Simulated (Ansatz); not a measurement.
# Cs on Pt(111): change of the work function, part 3 of 3

Aim: the work function of Pt(111) at several coverages of Cs (fcc site), and the dipole that each adsorbate carries.

Ansatz 0.2.0; plane-wave DFT, PBE, Ansatz PAW.

So far, work function, upper face (eV): step 2 (the clean slab) 5.70; step 3 (37 atoms, coverage 0.111 ML, cell 3x3) 2.32.

### Step 4. Adsorbate added, k-mesh 6×6×1, coverage 0.25 ML

System of this step: Cs/Pt(111). The cell holds 17 atoms: 16 Pt and 1 Cs. Cell: a = 5.544 Å, b = 5.544 Å, c = 28.477 Å, α = 90.0°, β = 90.0°, γ = 60.0°. Vacuum lies along c.

Another coverage, to see how the dipoles act on each other as their distance changes.

The input, input.yaml:

```yaml
crystal:
  lattice:
    - [5.5437171645, 1.0e-10, 0.0]
    - [2.7718585822, 4.8009998959, 0.0]
    - [0.0, 0.0, 28.4773738623]
  atoms:
    - { symbol: Pt, position: [0.0, 0.0, 0.316040378] }
    - { symbol: Pt, position: [0.1666666667, 0.1666666667, 0.3955144569] }
    - { symbol: Pt, position: [0.3333333333, 0.3333333333, 0.4765176955] }
    - { symbol: Pt, position: [0.0, 0.0, 0.5585309086] }
    - { symbol: Pt, position: [0.0, 0.5, 0.316040378] }
    - { symbol: Pt, position: [0.1666666667, 0.6666666667, 0.3955144569] }
    - { symbol: Pt, position: [0.3333333333, 0.8333333333, 0.4765176955] }
    - { symbol: Pt, position: [0.0, 0.5, 0.5585309086] }
    - { symbol: Pt, position: [0.5, 0.0, 0.316040378] }
    - { symbol: Pt, position: [0.6666666667, 0.1666666667, 0.3955144569] }
    - { symbol: Pt, position: [0.8333333333, 0.3333333333, 0.4765176955] }
    - { symbol: Pt, position: [0.5, 0.0, 0.5585309086] }
    - { symbol: Pt, position: [0.5, 0.5, 0.316040378] }
    - { symbol: Pt, position: [0.6666666667, 0.6666666667, 0.3955144569] }
    - { symbol: Pt, position: [0.8333333333, 0.8333333333, 0.4765176955] }
    - { symbol: Pt, position: [0.5, 0.5, 0.5585309086] }
    - { symbol: Cs, position: [0.1666666667, 0.1666666667, 0.683959622] }
kpoints:
  mp_grid: { grid: [6, 6, 1] }
hamiltonian:
  xc: pbe
scf:
  occupations: { method: fermi_dirac, width: 0.1 }
  convergence: { dr2_threshold: 1.0e-08 }
efield:
  axis: 3
  dipole_correction: true
  ramp_position: 0.97
  ramp_width: 0.06
relax:
  f_tol: 0.02
  max_steps: 60
  constraints: [{ sites: [0, 1, 4, 5, 8, 9, 12, 13] }]
output:
  dos: { projected: true, e_range: [-8, 4] }
  write_potential: true
  write_density: true
  volumetric_format: npy
  elf: true
```

The run is started by

```bash
> ansatz run input.yaml --threads 4 --pin off --max-ram 16384MiB --backend cpu --events-out ev --progress --plain --runs-dir out
```

Numbers of over 12 decimals in the logs are rounded to 6 here.

Log:

```text
[...]
Crystal: 17 atoms, lattice volume = 757.936 Å³
Basis set: ecut = 420 eV, 14843 PW (Γ), exchange–correlation on 80×80×384 points (8 copies of the dense FFT grid, shifted against one another)
Bands: 179, of which v1, the nominal top of the filled ones, is band 149 counted from 1 (148 counted from 0)
Symmetry: 6 space group operations
[...]
k-points: 7 of 36 (time reversal used)
[...]
SCF iter   1: F=—  HF=-206036.262039 eV  |F-HF|=—  |Δ(HF+E_count)|=         —  Δρ=6.61e-3  dr2=4.06e0  ethr=1.77e-3  p=0.522 e·Å  D=1.25e-1 V/Å  ΔV_dip=-3.55 eV  dr2_dipole=2.07e-1  V_vac-E_F(+/−)=1.64/5.19 eV  ⟨swp⟩=8.6  Hψ=5471  notcnv=0  defer=36
[...]
SCF iter  12: F=-206036.207788 eV  HF=-206036.207788 eV  |F-HF|=2.10e-8  |Δ(HF+E_count)|=   1.11e-7  Δρ=6.92e-7  dr2=9.03e-9  ethr=3.37e-12  p=0.532 e·Å  D=1.27e-1 V/Å  ΔV_dip=-3.62 eV  dr2_dipole=4.84e-10  V_vac-E_F(+/−)=2.04/5.66 eV  ⟨swp⟩=14.0  Hψ=10127  notcnv=0
SCF 1 converged in 12 iterations: F = -206036.207788 eV  dr2 = 9.03e-9
[...]
relax step   1: F+E_penalty+E_count = -206036.20778762 eV  Δ(F+E_penalty+E_count) = +0.000e0 eV  max|allowed force component| = 7.885e-1 eV/Å  Δτ_max = 0.0000 Å  (12 SCF iters, accepted)
[...]
SCF iter  11: F=-206036.312602 eV  HF=-206036.312602 eV  |F-HF|=1.46e-10  |Δ(HF+E_count)|=   5.27e-9  Δρ=3.59e-7  dr2=2.70e-9  ethr=3.37e-12  p=0.546 e·Å  D=1.30e-1 V/Å  ΔV_dip=-3.71 eV  dr2_dipole=3.86e-11  V_vac-E_F(+/−)=1.95/5.66 eV  ⟨swp⟩=14.0  Hψ=8795  notcnv=0
SCF 2 converged in 11 iterations: F = -206036.312602 eV  dr2 = 2.70e-9
[...]
relax step   2: F+E_penalty+E_count = -206036.31260154 eV  Δ(F+E_penalty+E_count) = -1.048e-1 eV  max|allowed force component| = 7.628e-1 eV/Å  Δτ_max = 0.0997 Å  (11 SCF iters, accepted)
SCF iter   1: F=—  HF=-206036.459625 eV  |F-HF|=—  |Δ(HF+E_count)|=         —  Δρ=1.88e-3  dr2=1.49e-1  ethr=1.45e-3  p=0.546 e·Å  D=1.30e-1 V/Å  ΔV_dip=-3.71 eV  dr2_dipole=7.02e-3  V_vac-E_F(+/−)=1.97/5.68 eV  ⟨swp⟩=4.9  Hψ=2388  notcnv=0  defer=58
[...]
SCF iter  12: F=-206036.456495 eV  HF=-206036.456495 eV  |F-HF|=1.78e-9  |Δ(HF+E_count)|=   1.21e-8  Δρ=4.27e-7  dr2=5.05e-9  ethr=3.37e-12  p=0.573 e·Å  D=1.37e-1 V/Å  ΔV_dip=-3.89 eV  dr2_dipole=4.77e-10  V_vac-E_F(+/−)=1.77/5.67 eV  ⟨swp⟩=13.0  Hψ=9642  notcnv=0
SCF 3 converged in 12 iterations: F = -206036.456495 eV  dr2 = 5.05e-9
[...]
relax step   3: F+E_penalty+E_count = -206036.45649530 eV  Δ(F+E_penalty+E_count) = -1.439e-1 eV  max|allowed force component| = 6.007e-1 eV/Å  Δτ_max = 0.1955 Å  (12 SCF iters, accepted)
[...]
relax step   4: F+E_penalty+E_count = -206036.54570766 eV  Δ(F+E_penalty+E_count) = -8.921e-2 eV  max|allowed force component| = 2.657e-1 eV/Å  Δτ_max = 0.1960 Å  (12 SCF iters, accepted)
[...]
relax step   5: F+E_penalty+E_count = -206036.56435284 eV  Δ(F+E_penalty+E_count) = -1.865e-2 eV  max|allowed force component| = 1.075e-1 eV/Å  Δτ_max = 0.0980 Å  (11 SCF iters, accepted)
SCF iter   1: F=—  HF=-206036.565591 eV  |F-HF|=—  |Δ(HF+E_count)|=         —  Δρ=5.00e-4  dr2=1.80e-2  ethr=1.05e-5  p=0.614 e·Å  D=1.47e-1 V/Å  ΔV_dip=-4.17 eV  dr2_dipole=5.76e-3  V_vac-E_F(+/−)=1.49/5.66 eV  ⟨swp⟩=3.7  Hψ=2518  notcnv=0  defer=35
[...]
SCF iter  10: F=-206036.566397 eV  HF=-206036.566397 eV  |F-HF|=5.50e-9  |Δ(HF+E_count)|=   8.59e-9  Δρ=3.09e-7  dr2=6.83e-9  ethr=3.37e-12  p=0.618 e·Å  D=1.48e-1 V/Å  ΔV_dip=-4.20 eV  dr2_dipole=5.98e-10  V_vac-E_F(+/−)=1.45/5.65 eV  ⟨swp⟩=8.7  Hψ=7390  notcnv=0
SCF 6 converged in 10 iterations: F = -206036.566397 eV  dr2 = 6.83e-9
relax step   6: F+E_penalty+E_count = -206036.56639675 eV  Δ(F+E_penalty+E_count) = -2.044e-3 eV  max|allowed force component| = 1.581e-2 eV/Å  Δτ_max = 0.0416 Å  (10 SCF iters, accepted)
[...]
WARN: The output density's exchange-correlation potential varies sharply where the density is thin. Do not read a vacuum level from v_tot or v_xc, or from such a field of the output density. On a cell that repeats whose density bears no net charge and no dipole along the vacuum's axis use v_es (v_loc + v_h of the components); under efield.dipole_correction with no amplitude use v_es + v_field, which holds any externa [...]
SCF converged after 10 iterations
Free energy (F): -206036.566397 eV
[...]
Internal energy: -206035.707355 eV  (E = F + TS)
E sigma→0 (E₀):  -206036.136876 eV
Entropy (-TS):   -0.859042 eV (-50.532 meV/atom)
Fermi energy:    5.694520 eV
Dipole field:    D = 0.147655 V/Å  (p = 0.618470 e·Å, saw-weighted, corrected)
Work function:   Φ+ = 1.4499 eV   Φ− = 5.6549 eV
[...]
--- Forces (eV/Å), atoms counted from 1 ---
  atom   1  Pt     0.00071530     0.00041298    -0.49011490
  atom   2  Pt     0.00000000     0.00000000     0.50566790
  atom   3  Pt     0.00081649     0.00047140    -0.00329413
  atom   4  Pt     0.00225656     0.00130283     0.00272035
  atom   5  Pt     0.00000000    -0.00082596    -0.49011490
  atom   6  Pt     0.02815612    -0.01625595     0.46979355
  atom   7  Pt     0.00000000    -0.00094280    -0.00329413
  atom   8  Pt     0.00000000    -0.00260565     0.00272035
  atom   9  Pt    -0.00071530     0.00041298    -0.49011490
  atom  10  Pt    -0.00000000     0.03251189     0.46979355
  atom  11  Pt    -0.00081649     0.00047140    -0.00329413
  atom  12  Pt    -0.00225656     0.00130283     0.00272035
  atom  13  Pt    -0.00000000    -0.00000000    -0.44384374
  atom  14  Pt    -0.02815612    -0.01625595     0.46979355
  atom  15  Pt    -0.00000000     0.00000000    -0.00506342
  atom  16  Pt     0.00000000    -0.00000000    -0.00992013
  atom  17  Cs    -0.00000000     0.00000000     0.01580753
  max |Σ_I F_I| component: 3.72e-5 eV/Å
--- Band table (eV; the first three rows and the last of 7) ---
  k-point 0: bands = [... 145 lower, 6.0377, 6.0377, 6.2770, 6.2823, 6.2848, 6.2848, 6.3109, 6.3146, ... 26 higher]
  k-point 1: bands = [... 145 lower, 5.7864, 5.8027, 5.8121, 5.8152, 5.9777, 6.0097, 6.0131, 6.0449, ... 26 higher]
  k-point 2: bands = [... 145 lower, 5.2961, 5.3249, 5.6603, 5.6741, 5.6817, 5.7418, 5.9796, 5.9912, ... 26 higher]
  k-point 6: bands = [... 145 lower, 5.2751, 5.2985, 5.3194, 5.3202, 5.3761, 5.4169, 5.4362, 5.4376, ... 26 higher]
--- Relaxed structure (6 steps of the walk, 6 accepted, 0 SCFs on fresh bases) ---
  F+E_penalty+E_count = -206036.56639675 eV   max|allowed force component| = 1.581e-2 eV/Å
  atoms:
[...]
- { symbol: Pt, position: [0.166667, 0.166667, 0.395514] }
    - { symbol: Pt, position: [0.333689, 0.333689, 0.477085] }
    - { symbol: Pt, position: [-0.00112093, -0.00112093, 0.559074] }
    - { symbol: Pt, position: [0.0, 0.5, 0.316040] }
    - { symbol: Pt, position: [0.166667, 0.666667, 0.395514] }
    - { symbol: Pt, position: [0.333689, 0.832621, 0.477085] }
    - { symbol: Pt, position: [-0.00112093, 0.502242, 0.559074] }
    - { symbol: Pt, position: [0.5, -1.7959490104895715e-17, 0.316040] }
    - { symbol: Pt, position: [0.666667, 0.166667, 0.395514] }
    - { symbol: Pt, position: [0.832621, 0.333689, 0.477085] }
    - { symbol: Pt, position: [0.502242, -0.00112093, 0.559074] }
    - { symbol: Pt, position: [0.500000, 0.5, 0.316040] }
    - { symbol: Pt, position: [0.666667, 0.666667, 0.395514] }
    - { symbol: Pt, position: [0.833333, 0.833333, 0.476021] }
    - { symbol: Pt, position: [0.500000, 0.5, 0.561504] }
    - { symbol: Cs, position: [0.166667, 0.166667, 0.661807] }
```

It took 2.8 min on 4 threads of Arm Neoverse V2, shared host; peak memory 3.2 GiB.

The steps of the relaxation:

```tsv
step	energy less that of the first step (eV)	largest force component (eV/Å)
1	0.0000	0.7885
2	-0.1048	0.7628
3	-0.2487	0.6007
4	-0.3379	0.2657
5	-0.3566	0.1075
6	-0.3586	0.0158
```

Forces are held to the 6 operations that the run works with; a distortion that breaks them can't arise in this run.

The atoms that moved most (Å):

```tsv
atom	dx	dy	dz	length
Cs17	0.000	0.000	-0.631	0.631
Pt16	0.000	0.000	0.085	0.085
Pt12	0.009	-0.005	0.015	0.019
Pt4	-0.009	-0.005	0.015	0.019
Pt8	0.000	0.011	0.015	0.019
Pt3	0.003	0.002	0.016	0.017
Pt7	0.000	-0.003	0.016	0.017
Pt11	-0.003	0.002	0.016	0.017
```

Final coordinates:

```cif
data_structure
_symmetry_space_group_name_H-M 'P 1'
_symmetry_Int_Tables_number 1
_cell_length_a 5.5437
_cell_length_b 5.5437
_cell_length_c 28.4774
_cell_angle_alpha 90.000
_cell_angle_beta 90.000
_cell_angle_gamma 60.000
_cell_volume 757.94
loop_
_atom_site_label
_atom_site_type_symbol
_atom_site_fract_x
_atom_site_fract_y
_atom_site_fract_z
_atom_site_occupancy
Pt1 Pt 0.00000 0.00000 0.31604 1
Pt2 Pt 0.16667 0.16667 0.39551 1
Pt3 Pt 0.33369 0.33369 0.47708 1
Pt4 Pt 0.99888 0.99888 0.55907 1
Pt5 Pt 0.00000 0.50000 0.31604 1
Pt6 Pt 0.16667 0.66667 0.39551 1
Pt7 Pt 0.33369 0.83262 0.47708 1
Pt8 Pt 0.99888 0.50224 0.55907 1
Pt9 Pt 0.50000 0.00000 0.31604 1
Pt10 Pt 0.66667 0.16667 0.39551 1
Pt11 Pt 0.83262 0.33369 0.47708 1
Pt12 Pt 0.50224 0.99888 0.55907 1
Pt13 Pt 0.50000 0.50000 0.31604 1
Pt14 Pt 0.66667 0.66667 0.39551 1
Pt15 Pt 0.83333 0.83333 0.47602 1
Pt16 Pt 0.50000 0.50000 0.56150 1
Cs17 Cs 0.16667 0.16667 0.66181 1
```

This step gave:

```
energy at zero smearing        : -206036.1369 eV
work function, upper face      : 1.450 eV
work function, lower face      : 5.655 eV
dipole along the normal        : 0.6185 e·Å
step between the vacuum levels : -4.205 eV
```

Running mean over 2.263 Å of the planar mean; the ramp of the sawtooth is left out. Electron's electrostatic potential energy less the Fermi level against z:

```tsv
z (Å)	electron's electrostatic potential energy less the Fermi level (eV)
3.5	5.65
4.0	5.65
4.5	5.65
5.0	5.65
5.5	5.64
6.0	5.59
6.5	5.40
7.0	4.58
7.5	1.18
8.0	-4.99
8.5	-9.97
9.0	-11.6
9.5	-11.9
10.0	-12.1
10.5	-12.1
11.0	-12.2
11.5	-12.1
12.0	-11.7
12.5	-11.6
13.0	-11.8
13.5	-12.0
14.0	-11.7
14.5	-11.0
15.0	-10.9
15.5	-11.4
16.0	-11.5
16.5	-9.86
17.0	-5.42
17.5	-1.00
18.0	0.0217
18.5	-0.959
19.0	-1.63
19.5	-1.40
20.0	-0.607
20.5	0.331
21.0	0.990
21.5	1.23
22.0	1.33
22.5	1.38
23.0	1.41
23.5	1.43
24.0	1.44
24.5	1.44
25.0	1.45
```

The density of states has structure finer than the step of the table below, so its rows give means over 0.25 eV, whole bins alone (the curve runs from -8 to 1.98 eV). Peaks (eV: height): -3.220: 51.9, -3.070: 55.2, -3.010: 49.2, -2.950: 65.7, -2.050: 65.1, -0.570: 64.7, 0.060: 49.4.

The density of states by energy, zero at the Fermi level; means over each step:

energy (eV), density of states (states/eV a cell) and a bar:
```
    -7.75        2.2 
    -7.50        2.1 
    -7.25        2.8 
    -7.00        6.2 ###
    -6.75       10.5 ######
    -6.50       10.8 #######
    -6.25       14.4 #########
    -6.00       16.8 ###########
    -5.75       24.7 #################
    -5.50       21.4 ###############
    -5.25       15.8 ##########
    -5.00       14.3 #########
    -4.75       20.0 ##############
    -4.50       16.8 ###########
    -4.25       20.4 ##############
    -4.00       21.7 ###############
    -3.75       27.1 ###################
    -3.50       27.5 ###################
    -3.25       36.8 ###########################
    -3.00       41.4 ##############################
    -2.75       23.0 ################
    -2.50       16.2 ###########
    -2.25       21.6 ###############
    -2.00       30.3 ######################
    -1.75       20.4 ##############
    -1.50       24.4 #################
    -1.25       29.9 #####################
    -1.00       28.4 ####################
    -0.75       20.1 ##############
    -0.50       31.7 #######################
    -0.25       29.1 #####################
     0.00       30.9 ######################
     0.25       15.9 ###########
     0.50        7.9 ####
     0.75        9.2 #####
     1.00        3.9 #
     1.25        6.0 ###
     1.50        5.1 ##
     1.75        9.1 #####
```

Projected DOS per atom over height of the atomic layer and energy from the Fermi level. Layers: Pt4 Pt4 Pt4 Pt4 Cs from below.

Ten even steps from '_' (0.01 states/eV) to '@' (2.54 states/eV), each cell a mean:
```
..........
________::
..........
--::::::::
**%%##==..
**++++##__
##++++##__
##==++##__
**--++**__
++====**__
%%==++##__
@@####@@__
********__
--++**==__
====++==__
----==--__
==****==__
--**++::__
::====..__
..::....__
__________
__________
```
Columns: height of the atomic layer (Å) from 9 to 18.8 (not evenly spaced); rows upwards: energy from the Fermi level (eV) from -7.96 to 1.95.

ELF in the ca plane at fractional y = 0.167, with atoms of Pt and Cs within 0.2 Å of it. It is the smooth field of the valence electrons, not physical close to the nuclei.

Ten even steps from '0' (0.00) to '9' (0.88), each cell a mean:
```
43222322224443223444331148998631000000000000
43222322224443223444332013554210000000000000
32234443223333222333322100011000000000000000
22246764222222112233322100000000000000000000
22257775222222111233221100000000000000000000
22257775222222112233222100000000000000000000
22235654222332222333322100000000000000000000
32223332223443223344332001232100000000000000
43222322224543223444331026776420000000000000
32223332223443223343321279999742000000000000
22235654222332222233321599899963100000000000
22257775222222112233212794149974100000000000
22257775222222111233212893029974100000000000
22246764222222112233211797479974100000000000
32234443223333222333321489999852000000000000
```
Columns run along c (16.0 Å, from fractional 0.33 to 0.89 of the cell), rows up along a (5.5 Å). Atoms in or near the plane, at fractional coordinates: Pt at (0.40, 0.17), Pt at (0.40, 0.67), Cs at (0.66, 0.17).

Electrostatic potential energy in the ca plane at fractional y = 0.167, with atoms of Pt and Cs within 0.2 Å of it. With pseudopotentials it is smooth inside the atoms' cores, unlike the true potential.

Ten even steps from '0' (-46 eV) to '9' (9 eV), each cell a mean:
```
68998889986447898545899988788999999999999999
68998889986446898546899999999999999999999999
78975357998668998777999999999999999999999999
99840004899889999989999999999999999999999999
99720002799999999999999999999999999999999999
99830002799999999999999999999999999999999999
89862026898888999878999999999999999999999999
68987778987557998656899999999999999999999999
58999899986336897435899998889999999999999999
78987678987557998657899986668899999999999999
89862026898888999888999854445899999999999999
99830002799999999999999745544789999999999999
99720002799999999999999645554689999999999999
89840004899889999989999754545799999999999999
78985357998678998767999865457899999999999999
```
Columns run along c (16.0 Å, from fractional 0.33 to 0.89 of the cell; values clipped at the 3rd and 97th percentile), rows up along a (5.5 Å). Atoms in or near the plane, at fractional coordinates: Pt at (0.40, 0.17), Pt at (0.40, 0.67), Cs at (0.66, 0.17).

Valence density in the ca plane at fractional y = 0.167, with atoms of Pt and Cs within 0.2 Å of it. It is the smooth field of the valence electrons, not physical close to the nuclei.

Ten steps, logarithmic in the rise over the least value, from '0' (0 e/Å³) to '9' (11 e/Å³), each cell a mean:
```
53223332234664334565321122322100000000000000
53223332234664334565321001110000000000000000
43345654333443223444311000000000000000000000
32368986323332222333210000000000000000000000
22479997422222112222210000000000000000000000
22369996422222112232210000000000000000000000
33357775323333222343210000000000000000000000
43234443234554323555321000000000000000000000
53223332235664334565321111221000000000000000
43234443234554323554321133443100000000000000
32357875323443222333211245554210000000000000
22369996422222112222212344345310000000000000
22479997422222112222212354245320000000000000
32368986322332222333211345454310000000000000
43345654223443223444321234443210000000000000
```
Columns run along c (16.0 Å, from fractional 0.33 to 0.89 of the cell), rows up along a (5.5 Å). Atoms in or near the plane, at fractional coordinates: Pt at (0.40, 0.17), Pt at (0.40, 0.67), Cs at (0.66, 0.17).

The relaxation took 6 steps and lowered the energy by 0.36 eV; the largest force on the free atoms ends at 0.016 eV/Å.

By hand: a sheet of dipoles makes a step −p/(ε₀A) in the electron's potential. With e/ε₀ = 180.95 V·Å, p = 0.6185 e·Å and A = 26.62 Å², that is −180.95 × (0.6185) / 26.62 = -4.205 eV, and the two vacuum levels of the run differ by -4.205 eV.

The covered face has 1.45 eV, -4.25 eV against the clean one; the bare back face has moved by -0.02 eV, a measure of how thin the slab is.

### Step 5. Work function against coverage

This step: plane-wave DFT, PBE, Ansatz PAW; work function against coverage (Ansatz 0.2.0).

The runs are now put side by side.

Numbers from this step:

- work function of the clean face: 5.703 eV
- largest change of the work function: -4.253 eV

The work function of the covered face by coverage:

```tsv
coverage (adsorbates/nm²)	work function of the covered face (eV)
0.00	5.70
1.67	2.32
3.76	1.45
```

The dipole per adsorbate comes from the change of the cell's dipole. Coverage, by row:

```tsv
coverage (1/nm²)	coverage (ML)	work function (eV)	change (eV)	dipole per adsorbate, positive end outwards (debye)	mean height of the added atoms over the highest substrate atom (Å)
1.67	0.1111	2.315	-3.388	5.35	3.007
3.757	0.25	1.45	-4.253	2.993	2.856
```

### Step 6. Results

| Property | Result |
| --- | --- |
| work function of the clean face | 5.70 eV |
| work function at 0.11 ML | 2.32 eV |
| work function at 0.25 ML | 1.45 eV |
| dipole per adsorbate at 0.11 ML, positive end outwards | 5.35 D |

What this shows: Cs lowers the work function of Pt(111) at the lowest coverage, by 3.39 eV: the adsorbate layer has its positive end outwards. The slab has 4 layers, at the tabulated experimental lattice constant, one starting site was run, and quantum-size effects of a slab this thin can reach one or two tenths of an eV.

[Logs are printed without paths, hosts, clocks, repeated set-up lines and the standing remarks that a program may print on its own settings, such as how far it seeks lower states.]

[Hosts, paths, dates, database ids (printed as entryN), source tags and the programs' standing remarks are cut or masked in the printed files.]

[Maps of the electrostatic potential energy from Ansatz leave out the sawtooth potential of an applied field or a dipole correction, so their vacuum need not be flat; planar profiles and work functions include it.]

[The density of states shown here was stored with 400 of the rows of the run's finer table, so its peaks can read low, often by over a quarter, or be missed, and its means over a window can be off by a tenth or more.]
